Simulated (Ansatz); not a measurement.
# (BeTe)2(CuCl)2 [001] superlattice, started as zinc blende: the cell at rest

Wanted: the relaxed cell of (BeTe)2(CuCl)2 [001] superlattice, started as zinc blende.

Main program and level: Ansatz 0.2.0; DFT LDA, scalar-relativistic, plane waves, PAW.

Report form: the programs' logs are mostly left out.

The structure was built from a prototype and need not be the compound's stable phase.

**1. Starting point**

It takes space group Pmm2 (No. 25, orthorhombic). The conventional cell has a = 3.903 Å, b = 3.903 Å, c = 11.040 Å, α = 90.00°, β = 90.00°, γ = 90.00°. Be has 2 Cl at 2.39 Å and 2 Te at 2.39 Å nearest. Nearest to Be lie 4 Te at 2.39 Å. Nearest to Cl lie 4 Cu at 2.39 Å. Nearest to Cl lie 2 Be at 2.39 Å and 2 Cu at 2.39 Å. Cu has 2 Te at 2.39 Å and 2 Cl at 2.39 Å nearest. Nearest to Cu lie 4 Cl at 2.39 Å. Farther neighbours and most contacts between anions are not listed.

**2. A coarse first look**

First a cheap look: the gap decides the mesh and the occupations, the pressure tells how far the cell has to move.

input.yaml

```yaml
crystal:
  lattice:
    - [2.76, 2.76, 0.0]
    - [-2.76, 2.76, 0.0]
    - [0.0, 0.0, 11.04]
  atoms:
    - { symbol: Be, position: [0.0, 0.0, 0.0] }
    - { symbol: Be, position: [0.5, 0.5, 0.25] }
    - { symbol: Cl, position: [0.5, 0.0, 0.625] }
    - { symbol: Cl, position: [1.0, 0.5, 0.875] }
    - { symbol: Cu, position: [0.0, 0.0, 0.5] }
    - { symbol: Cu, position: [0.5, 0.5, 0.75] }
    - { symbol: Te, position: [0.5, 0.0, 0.125] }
    - { symbol: Te, position: [1.0, 0.5, 0.375] }
kpoints:
  mp_grid: { grid: [6, 6, 2] }
hamiltonian:
  xc: lda
scf:
  occupations: { method: gaussian, width: 0.1 }
output:
  forces: true
  stress: true
  eigenvalues: true
```

Run with:

```
$ ansatz run input.yaml --threads 4 --pin off --max-ram 14336MiB --backend cpu --events-out ev --progress --plain --runs-dir out
```

Run time: 11 s. Hardware: 4 threads of Arm Neoverse V1, shared host; peak memory 0.57 GiB.

Numbers from this step:

```
pressure          : -2.541 GPa
volume per atom   : 21.02 Å³
gap on the k-mesh : 0 eV
```

The coarse mesh shows no gap and a pressure of -2.5 GPa.

**3. Coarse relaxation**

A rough relaxation comes first, because large forces or stress need no tight tolerances yet.

Edit input.yaml of step 2 so:

```diff
@@ -24 +24,6 @@
   eigenvalues: true
+relax:
+  adjacent_minimum: "off"
+  f_tol: 0.05
+  max_steps: 80
+  cell: { stress_tol: 0.5 }
```

Wall time 65 s (4 threads); peak memory 0.62 GiB.

The steps of the relaxation:

```
step  energy less that of the first step (eV)  largest force component (eV/Å)  pressure (GPa)  volume (Å³)
   1                                   0.0000                          0.9132           -2.54       168.20
   2                                  -0.2964                          0.5374           -0.85       161.22
   3                                  -0.3889                          0.1493            0.40       156.85
   4                                  -0.3987                          0.1228           -0.08       157.72
   5                                  -0.4013                          0.0341           -0.06       157.89
  6*                                  -0.3992                          0.0339           -0.06       157.89
```

Relaxation steps marked * repeat the geometry before them on a plane-wave basis chosen anew for their cell, so energy and pressure can jump there.

Forces are held to the 4 operations that the run works with; a distortion that breaks them can't arise in this run.

```
conventional cell, symmetrised  before   after  change
                         a (Å)   3.903   3.867  -0.9 %
                         b (Å)   3.903   3.936  +0.8 %
                         c (Å)  11.040  10.374  -6.0 %
              volume (Å³/atom)   21.02   19.74  -6.1 %
```

The atoms that moved most (Å, as changes of fractional coordinates times the final cell):

```
atom     dx     dy      dz  length
 Cl3  0.000  0.000   0.236   0.236
 Be1  0.000  0.000  -0.192   0.192
 Te7  0.000  0.000  -0.171   0.171
 Cu5  0.000  0.000   0.170   0.170
 Cu6  0.000  0.000  -0.047   0.047
 Te8  0.000  0.000   0.016   0.016
 Be2  0.000  0.000  -0.015   0.015
```

This step gave:

```
pressure        : -0.05834 GPa
volume per atom : 19.74 Å³
```

In this step the volume went from 21.02 to 19.74 Å³/atom.

**4. Bringing the structure to rest**

The cell and atoms are relaxed, since residual forces and stress would shift the frequencies.

input.yaml

```yaml
crystal:
  lattice:
    - [2.7345546278, 2.7345546278, 0.0]
    - [-2.7829390716, 2.7829390716, 0.0]
    - [0.0, 0.0, 10.3736121072]
  atoms:
    - { symbol: Be, position: [0.0, 0.0, -0.0185183533] }
    - { symbol: Be, position: [0.5, 0.5, 0.248516433] }
    - { symbol: Cl, position: [0.5, 0.0, 0.6477474888] }
    - { symbol: Cl, position: [1.0, 0.5, 0.875283593] }
    - { symbol: Cu, position: [0.0, 0.0, 0.5164160784] }
    - { symbol: Cu, position: [0.5, 0.5, 0.7454858418] }
    - { symbol: Te, position: [0.5, 0.0, 0.1085260258] }
    - { symbol: Te, position: [1.0, 0.5, 0.3765428925] }
kpoints:
  mp_grid: { grid: [10, 10, 4] }
hamiltonian:
  xc: lda
scf:
  occupations: { method: gaussian, width: 0.1 }
output:
  forces: true
  stress: true
  eigenvalues: true
  write_density: true
  write_potential: true
  elf: true
  volumetric_format: npy
relax:
  adjacent_minimum: "off"
  f_tol: 0.005
  max_steps: 80
  cell: { stress_tol: 0.05 }
```

The job ended after 3.6 min (4 threads; peak memory 0.94 GiB; 14 min of CPU time).

Step by step:

```
step  energy less that of the first step (eV)  largest force component (eV/Å)  pressure (GPa)  volume (Å³)
   1                                   0.0000                          0.0286           -0.07       157.89
   2                                  -0.0003                          0.0247            0.00       157.70
   3                                  -0.0004                          0.0152            0.02       157.57
   4                                  -0.0005                          0.0135           -0.02       157.64
   5                                  -0.0005                          0.0043            0.00       157.58
  6*                                  -0.0004                          0.0043            0.00       157.58
```

Relaxation steps marked * repeat the geometry before them on a plane-wave basis chosen anew for their cell, so energy and pressure can jump there.

Forces are held to the 4 operations that the run works with; a distortion that breaks them can't arise in this run.

```
conventional cell, symmetrised  before   after  change
                         a (Å)   3.867   3.872  +0.1 %
                         b (Å)   3.936   3.937  +0.0 %
                         c (Å)  10.374  10.338  -0.3 %
              volume (Å³/atom)   19.74   19.70  -0.2 %
```

The atoms that moved most (Å, as changes of fractional coordinates times the final cell):

```
atom     dx     dy      dz  length
 Cu6  0.000  0.000   0.012   0.012
 Be1  0.000  0.000  -0.006   0.006
```

Numbers from this step:

```
pressure        : 0.003373 GPa
volume per atom : 19.70 Å³
```

ELF in the ac plane at fractional y = 0.000, with atoms of Be and Cl and Cu and Te within 0.2 Å of it. It is the smooth field of the valence electrons, not physical close to the nuclei.

Ten even steps from '0' (0.00) to '9' (0.90), each cell a mean:
```
00488766778720
00234333334310
11110000001111
00000000000000
00000112110000
00013567653100
00257899987410
01479876798621
11379864799621
21137998996211
64213688852124
97311223211248
43221100011223
22221000012222
22211000001122
11100000000011
00000000000000
00001344321000
00135666664210
01355544455531
13565200135652
35775100025775
36986422357995
03899755679972
```
Columns run along a (3.9 Å), rows up along c (10.3 Å). Atoms in or near the plane, at fractional coordinates: Be at (0.00, 0.98), Cl at (0.50, 0.65), Cu at (0.00, 0.52), Te at (0.50, 0.11).

Valence density in the ac plane at fractional y = 0.000, with atoms of Be and Cl and Cu and Te within 0.2 Å of it. It is the smooth field of the valence electrons, not physical close to the nuclei.

Values in e/Å³, 24 rows by 14 columns, each cell a mean:
```
 0  0  0  0  0  0  0  0  0  0  0  0  0  0
 0  0  0  0  0  0  0  0  0  0  0  0  0  0
 0  0  0  0  0  0  0  0  0  0  0  0  0  0
 0  0  0  0  0  0  0  0  0  0  0  0  0  0
 0  0  0  0  0  0  0  0  0  0  0  0  0  0
 0  0  0  0  0  0  0  0  0  0  0  0  0  0
 0  0  0  0  0  1  1  1  1  1  0  0  0  0
 0  0  0  0  1  2  1  1  2  1  1  0  0  0
 0  0  0  0  1  2  1  0  1  2  1  0  0  0
 1  1  0  0  1  1  2  2  2  1  1  0  1  1
22 11  2  1  0  0  1  1  1  0  0  1  4 14
54 26  5  1  0  0  0  0  0  0  0  1  9 34
11  6  2  0  0  0  0  0  0  0  0  1  2  7
 1  1  0  0  0  0  0  0  0  0  0  0  0  1
 0  0  0  0  0  0  0  0  0  0  0  0  0  0
 0  0  0  0  0  0  0  0  0  0  0  0  0  0
 0  0  0  0  0  0  0  0  0  0  0  0  0  0
 0  0  0  0  0  0  0  0  0  0  0  0  0  0
 0  0  0  0  0  0  0  0  0  0  0  0  0  0
 0  0  0  0  0  1  2  3  2  1  0  0  0  0
 0  0  0  0  1  4  9 12  8  3  1  0  0  0
 0  0  0  1  1  6 12 15 10  4  1  0  0  0
 0  0  0  1  1  2  4  5  3  1  1  0  0  0
 0  0  0  0  0  1  1  1  1  1  0  0  0  0
```
Columns run along a (3.9 Å), rows up along c (10.3 Å). Atoms in or near the plane, at fractional coordinates: Be at (0.00, 0.98), Cl at (0.50, 0.65), Cu at (0.00, 0.52), Te at (0.50, 0.11).

Electrostatic potential energy in the ac plane at fractional y = 0.000, with atoms of Be and Cl and Cu and Te within 0.2 Å of it. With pseudopotentials it is smooth inside the atoms' cores, unlike the true potential.

Ten even steps from '_' (-44 eV) to '@' (13 eV), each cell a mean:
```
__..++%%%%@@@@@@@@@@%%##==..
==++##%%@@@@@@@@@@@@@@%%**++
%%%%%%@@@@@@@@@@@@@@@@@@%%%%
@@@@@@@@@@@@@@@@@@@@@@@@@@@@
@@@@@@@@@@@@@@@@@@@@@@@@@@@@
@@@@@@@@@@@@@@@@@@@@@@@@@@@@
@@@@@@@@%%##++==++##@@@@@@@@
@@@@@@%%**::______--##@@@@@@
@@@@@@%%**..______::##%%@@@@
++**##%%##++::::--**%%%%##**
__..==##%%%%%%##%%%%%%**::__
____::**@@@@@@@@@@@@%%++..__
..::++%%@@@@@@@@@@@@@@##==..
####%%@@@@@@@@@@@@@@@@@@%%##
@@@@@@@@@@@@@@@@@@@@@@@@@@@@
@@@@@@@@@@@@@@@@@@@@@@@@@@@@
@@@@@@@@@@@@@@@@@@@@@@@@@@@@
@@@@@@@@@@@@@@@@@@@@@@@@@@@@
@@@@@@@@@@%%####%%%%@@@@@@@@
@@@@@@%%##****##****##%%@@@@
@@@@%%##++%%@@@@@@##++##@@@@
@@@@%%##**@@@@@@@@%%++##%%@@
####%%##****%%%%##****%%%%##
..--**%%%%##******##%%##++::
```
Columns run along a (3.9 Å; values clipped at the 3rd and 97th percentile), rows up along c (10.3 Å). Atoms in or near the plane, at fractional coordinates: Be at (0.00, 0.98), Cl at (0.50, 0.65), Cu at (0.00, 0.52), Te at (0.50, 0.11).

In this step the volume went from 19.74 to 19.70 Å³/atom.

**5. Relaxing to small forces for the phonons**

Phonons need a cell at rest on their own settings, so the relaxation is repeated with tight tolerances on forces and stress on the k mesh and occupations of the first response run.

input.yaml

```yaml
crystal:
  lattice:
    - [2.7377694676, 2.7377694676, 0.0]
    - [-2.7836744533, 2.7836744533, 0.0]
    - [0.0, 0.0, 10.338224951]
  atoms:
    - { symbol: Be, position: [0.0, 0.0, -0.0190733562] }
    - { symbol: Be, position: [0.5, 0.5, 0.2484548969] }
    - { symbol: Cl, position: [0.5, 0.0, 0.6476848975] }
    - { symbol: Cl, position: [1.0, 0.5, 0.8749774599] }
    - { symbol: Cu, position: [0.0, 0.0, 0.5167014234] }
    - { symbol: Cu, position: [0.5, 0.5, 0.7466300239] }
    - { symbol: Te, position: [0.5, 0.0, 0.1080760421] }
    - { symbol: Te, position: [1.0, 0.5, 0.3765486125] }
kpoints:
  mp_grid: { grid: [12, 12, 4] }
hamiltonian:
  xc: lda
scf:
  occupations: { method: methfessel_paxton, width: 0.2 }
output:
  forces: true
  stress: true
  eigenvalues: true
relax:
  adjacent_minimum: "off"
  f_tol: 0.001
  max_steps: 60
  cell: { stress_tol: 0.01 }
```

The job ended after 4.3 min (4 threads; peak memory 1.1 GiB; 17 min of CPU time).

Little changed from the start: no atom moved by 0.005 Å and no cell edge by 0.1 %.

This step gave:

- pressure: -1.72e-4 GPa

The largest force component left is 0.44 meV/Å and the pressure is 0.000 GPa, within the tolerances set. The cell now holds 19.70 Å³/atom.

**6. Outcome**

```yaml
space_group_after_relaxation_within_0p01_a: Pmm2
lattice_constant_a: 3.871 Å
lattice_constant_b: 3.938 Å
lattice_constant_c: 10.339 Å
volume_per_atom: 19.7 Å³
```

In words: The largest force component left is 0.44 meV/Å and the pressure is 0.000 GPa, within the tolerances set. The cell now holds 19.70 Å³/atom. The relaxation keeps the symmetry of its start, so it says nothing on stability against lower symmetry. Spin-orbit coupling is left out, which can matter for the heavy elements here. The starting cell was built on a prototype and not taken from a measurement, so the phase need not exist.

[Logs are printed without paths, hosts, clocks, repeated set-up lines and the standing remarks that a program may print on its own settings, such as how far it seeks lower states.]

[Hosts, paths, dates, database ids (printed as entryN), source tags and the programs' standing remarks are cut or masked in the printed files.]
